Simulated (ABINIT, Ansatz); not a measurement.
# PbO (P4/nmm): G0W0 on several meshes in ABINIT

How does the mesh move the gap of PbO (P4/nmm)?

Program: ABINIT 10.8.3. Level of theory: PBE and many-body steps on it, plane waves. Results are calculated unless marked as measured.

Most raw output is cut from this account.

The database entry behind the starting cell differs from later determinations by our own check (c about 1 % long), so it need not match the best structure at ambient conditions.

### Step 1. Starting point

Symmetry: P4/nmm, No. 129, tetragonal system. The conventional cell has a = 3.975 Å, b = 3.975 Å, c = 5.023 Å, α = 90.00°, β = 90.00°, γ = 90.00°. Nearest to Pb lie 4 O at 2.32 Å. Nearest to O lie 4 Pb at 2.32 Å. Farther neighbours and most contacts between anions are not listed.

Structure file:

```cif
data_structure
_symmetry_space_group_name_H-M 'P4/nmm:1'
_symmetry_Int_Tables_number 129
_cell_length_a 3.9748
_cell_length_b 3.9748
_cell_length_c 5.0227
_cell_angle_alpha 90.000
_cell_angle_beta 90.000
_cell_angle_gamma 90.000
_cell_volume 79.35
loop_
_atom_site_label
_atom_site_type_symbol
_atom_site_symmetry_multiplicity
_atom_site_Wyckoff_symbol
_atom_site_fract_x
_atom_site_fract_y
_atom_site_fract_z
_atom_site_occupancy
Pb1 Pb 2 c 0.00000 0.50000 0.23851 1
O1 O 2 a 0.00000 0.00000 0.00000 1
```

The cell and positions come from the Crystallography Open Database and are kept as given unless a step says otherwise. Spin-orbit coupling is left out unless a step names it.

### Step 2. Empty states on the mesh, 4×4×4 mesh, 290 bands

This step: ABINIT 10.8.3; DFT, PBE, plane waves, norm-conserving pseudopotentials.

The sums over transitions need many empty states on a uniform mesh; this step solves for them.

Contents of run.abi:

```
acell 3*1.0 Angstrom
rprim 
  3.974800000000 0.000000000000 0.000000000000
  0.000000000000 3.974800000000 0.000000000000
  0.000000000000 0.000000000000 5.022700000000
ntypat 2
znucl 82 8
natom 4
typat 1 1 2 2
xred 
  0.000000000000 0.500000000000 0.238514000000
  0.500000000000 0.000000000000 0.761486000000
  0.000000000000 0.000000000000 0.000000000000
  0.500000000000 0.500000000000 0.000000000000
pp_dirpath "pseudos"
pseudos "Pb.upf, O.upf"
ecut 42
ngkpt 4 4 4
nshiftk 1
shiftk 0 0 0
kptopt 1
chksymbreak 0
iscf -2
irdden 1
istwfk *1
nband 290
nbdbuf 26
tolwfr 1e-09
nstep 60
prtvol 0
indata_prefix "in"
outdata_prefix "out"
tmpdata_prefix "tmp"
```

On the command line:

```console
> OMP_NUM_THREADS=1 mpirun -n 8 abinit run.abi > log
```

Elapsed: 3.9 min, on 8 MPI ranks of Intel Xeon 6975P-C (Granite Rapids), shared host; peak memory 1.4 GiB.

This step gave:

- gap: 1.175 eV
- k of the valence top: 0, 0, 0
- k of the conduction bottom: 0.5, 0.5, 0
- least direct gap: 2.178 eV
- k points computed: 18
- lowest point of the top converged band, above the valence top: 108.1854 eV

On this mesh the gap is 1.175 eV.

The density comes from a self-consistent run that is not shown.

### Step 3. Screening, 4×4×4 mesh, 124 bands, screening to 141.5 eV

The RPA dielectric matrix is built and inverted for each q.

This step: RPA screening on PBE, plane waves, norm-conserving pseudopotentials.

run.abi, as its differences from that of step 2:

```diff
@@ -22,10 +22,11 @@
 chksymbreak 0
-iscf -2
-irdden 1
 istwfk *1
-nband 290
-nbdbuf 26
-tolwfr 1e-09
-nstep 60
-prtvol 0
+occopt 1
+irdwfk 1
+optdriver 3
+nband 124
+ecuteps 5.2
+inclvkb 2
+awtr 1
+symchi 1
 indata_prefix "in"
```

Elapsed: 2.6 min, on 8 MPI ranks; peak memory 4.7 GiB; 20 min of CPU time.

This step gave:

| Quantity | Value |
| --- | --- |
| ε∞ with local fields, on this mesh, along the program's q direction | 6.239 |
| the same without local fields | 7.113 |
| plasma frequency | 31.19 eV |
| plane waves in the screening matrix | 293 |

Local fields lower ε∞ by 12 %. On a Γ-centred mesh this coarse the value itself is usually too large, while a short band sum pulls it down.

### Step 4. 4×4×4

The self-energy is evaluated for the states that the input lists, and the levels follow from it, in one-shot runs by the linearised quasiparticle equation.

This step: G0W0 on PBE, plane waves, norm-conserving pseudopotentials.

run.abi, as its differences from that of step 3:

```diff
@@ -25,8 +25,17 @@
 irdwfk 1
-optdriver 3
+optdriver 4
 nband 124
+gwcalctyp 0
+ecutsigx 42
+symsigma 1
+nkptgw 2
+kptgw 
+  0.0000000000 0.0000000000 0.0000000000
+  0.5000000000 0.5000000000 0.0000000000
+bdgw 
+  26 30
+  27 30
 ecuteps 5.2
-inclvkb 2
-awtr 1
-symchi 1
+irdscr 1
+ppmodel 1
 indata_prefix "in"
```

The job ended after 13 s (8 MPI ranks; peak memory 3.2 GiB; 1.7 min of CPU time).

This step gave:

| Quantity | Value |
| --- | --- |
| G0W0 gap on the points computed | 1.282 eV |
| starting gap on the mesh | 1.175 eV |
| k of the valence top | 0, 0, 0 |
| k of the conduction bottom | 0.5, 0.5, 0 |
| Z at the valence top | 0.792 |
| Z at the conduction bottom | 0.839 |
| least direct G0W0 gap on the computed points | 2.154 eV |

The gap on the mesh goes from 1.17 eV to 1.28 eV, a correction of +0.11 eV.

### Step 5. Empty states on the mesh, 2×2×2 mesh, 136 bands

This step: DFT, PBE, plane waves, norm-conserving pseudopotentials.

run.abi, as its differences from that of step 4:

```diff
@@ -17,3 +17,3 @@
 ecut 42
-ngkpt 4 4 4
+ngkpt 2 2 2
 nshiftk 1
@@ -22,20 +22,10 @@
 chksymbreak 0
+iscf -2
+irdden 1
 istwfk *1
-occopt 1
-irdwfk 1
-optdriver 4
-nband 124
-gwcalctyp 0
-ecutsigx 42
-symsigma 1
-nkptgw 2
-kptgw 
-  0.0000000000 0.0000000000 0.0000000000
-  0.5000000000 0.5000000000 0.0000000000
-bdgw 
-  26 30
-  27 30
-ecuteps 5.2
-irdscr 1
-ppmodel 1
+nband 136
+nbdbuf 12
+tolwfr 1e-09
+nstep 60
+prtvol 0
 indata_prefix "in"
```

Run time: 33 s. Hardware: 8 MPI ranks; peak memory 0.76 GiB.

This step gave:

```yaml
gap: 1.175 eV
k_of_the_valence_top: 0, 0, 0
k_of_the_conduction_bottom: 0.5, 0.5, 0
least_direct_gap: 2.178 eV
k_points_computed: 6
lowest_point_of_the_top_converged_band_above_the_valence_top: 57.6166 eV
```

On this mesh the gap is 1.175 eV.

### Step 6. Screening, 2×2×2 mesh, 124 bands, screening to 141.5 eV

This step: RPA screening on PBE, plane waves, norm-conserving pseudopotentials.

run.abi, as its differences from that of step 5:

```diff
@@ -22,10 +22,11 @@
 chksymbreak 0
-iscf -2
-irdden 1
 istwfk *1
-nband 136
-nbdbuf 12
-tolwfr 1e-09
-nstep 60
-prtvol 0
+occopt 1
+irdwfk 1
+optdriver 3
+nband 124
+ecuteps 5.2
+inclvkb 2
+awtr 1
+symchi 1
 indata_prefix "in"
```

Wall time 31 s (8 MPI ranks); peak memory 2 GiB; 4 min of CPU time.

Numbers from this step:

| Property | Result |
| --- | --- |
| ε∞ with local fields, on this mesh, along the program's q direction | 7.140 |
| the same without local fields | 8.075 |
| plasma frequency | 31.19 eV |
| plane waves in the screening matrix | 293 |

### Step 7. 2×2×2

This step: G0W0 on PBE, plane waves, norm-conserving pseudopotentials.

run.abi, as its differences from that of step 6:

```diff
@@ -25,8 +25,17 @@
 irdwfk 1
-optdriver 3
+optdriver 4
 nband 124
+gwcalctyp 0
+ecutsigx 42
+symsigma 1
+nkptgw 2
+kptgw 
+  0.0000000000 0.0000000000 0.0000000000
+  0.5000000000 0.5000000000 0.0000000000
+bdgw 
+  26 30
+  27 30
 ecuteps 5.2
-inclvkb 2
-awtr 1
-symchi 1
+irdscr 1
+ppmodel 1
 indata_prefix "in"
```

Wall time 7.3 s (8 MPI ranks); peak memory 1.5 GiB.

This step gave:

```yaml
g0w0_gap_on_the_points_computed: 1.159 eV
starting_gap_on_the_mesh: 1.175 eV
k_of_the_valence_top: 0, 0, 0
k_of_the_conduction_bottom: 0.5, 0.5, 0
z_at_the_valence_top: 0.791
z_at_the_conduction_bottom: 0.836
least_direct_g0w0_gap_on_the_computed_points: 2.055 eV
```

Against G0W0 in ABINIT (4×4×4 mesh, 124 bands, screening to 141.5 eV, Godby-Needs plasmon pole), the gap moves by −0.123 eV.

### Step 8. The runs together

Times are wall times on 8 MPI ranks of Intel Xeon 6975P-C (Granite Rapids), shared host, good to a factor of about two. A run's time includes the screening step that it read.

| run | mesh | bands | screening cutoff (eV) | DFT gap (eV) | gap on the mesh (eV) | direct (eV) | ε∞ used | time |
| --- | --- | --- | --- | --- | --- | --- | --- | --- |
| 4×4×4 | 4×4×4 | 124 | 141.5 | 1.175 | 1.282 | 2.154 | 6.24 | 2.8 min |
| 2×2×2 | 2×2×2 | 124 | 141.5 | 1.175 | 1.159 | 2.055 | 7.14 | 38 s |

### Step 9. Outcome

| Property | Result |
| --- | --- |
| 4×4×4 | 1.282 eV |
| 2×2×2 | 1.159 eV |
| known limits | not at the basis limit; no spin-orbit coupling; coarse k mesh |

In words: 2×2×2: −0.123 eV against 4×4×4. Bands and cutoff are finite, so the gap is not at the basis limit. The miss can reach some tenths of an eV and take either sign; the mesh is an error of its own. In the first G0W0 run levels were corrected at 2 k points alone, so a gap called «on the mesh» is the least over those, and an edge elsewhere would be missed. The 4×4×4 mesh is coarse for this cell, which bears on the long-range parts of exchange and screening. Where an edge is built on 6p states of lead, bismuth or thallium, scalar-relativistic gaps usually stand too wide, by a few tenths to over one eV. The many-body steps are scalar-relativistic: spin-orbit coupling is not in them.

[Paths, hosts, dates, memory and timing lines, banners, echoed tables and standing remarks are left out of the program output.]

[Logs are printed without paths, hosts, clocks, repeated set-up lines and the standing remarks that a program may print on its own settings, such as how far it seeks lower states.]

[Runs of the session that timed out or met a known fault of the program may be left out.]

[No measured gap is set beside runs whose start may be inverted or whose files or cutoffs have a known fault.]

[Hosts, paths, dates, database ids (printed as entryN), source tags and the programs' standing remarks are cut or masked in the printed files.]

[G0W0 gaps are taken among the corrected bands and points alone; a level outside them can change the order at an edge.]

[Where Ansatz stands beside ABINIT at settings called matched, ABINIT's density can come from a denser mesh and the files from another edition; pairs whose starting gaps differed by over 0.03 eV were left out, so agreement reads better than it is.]
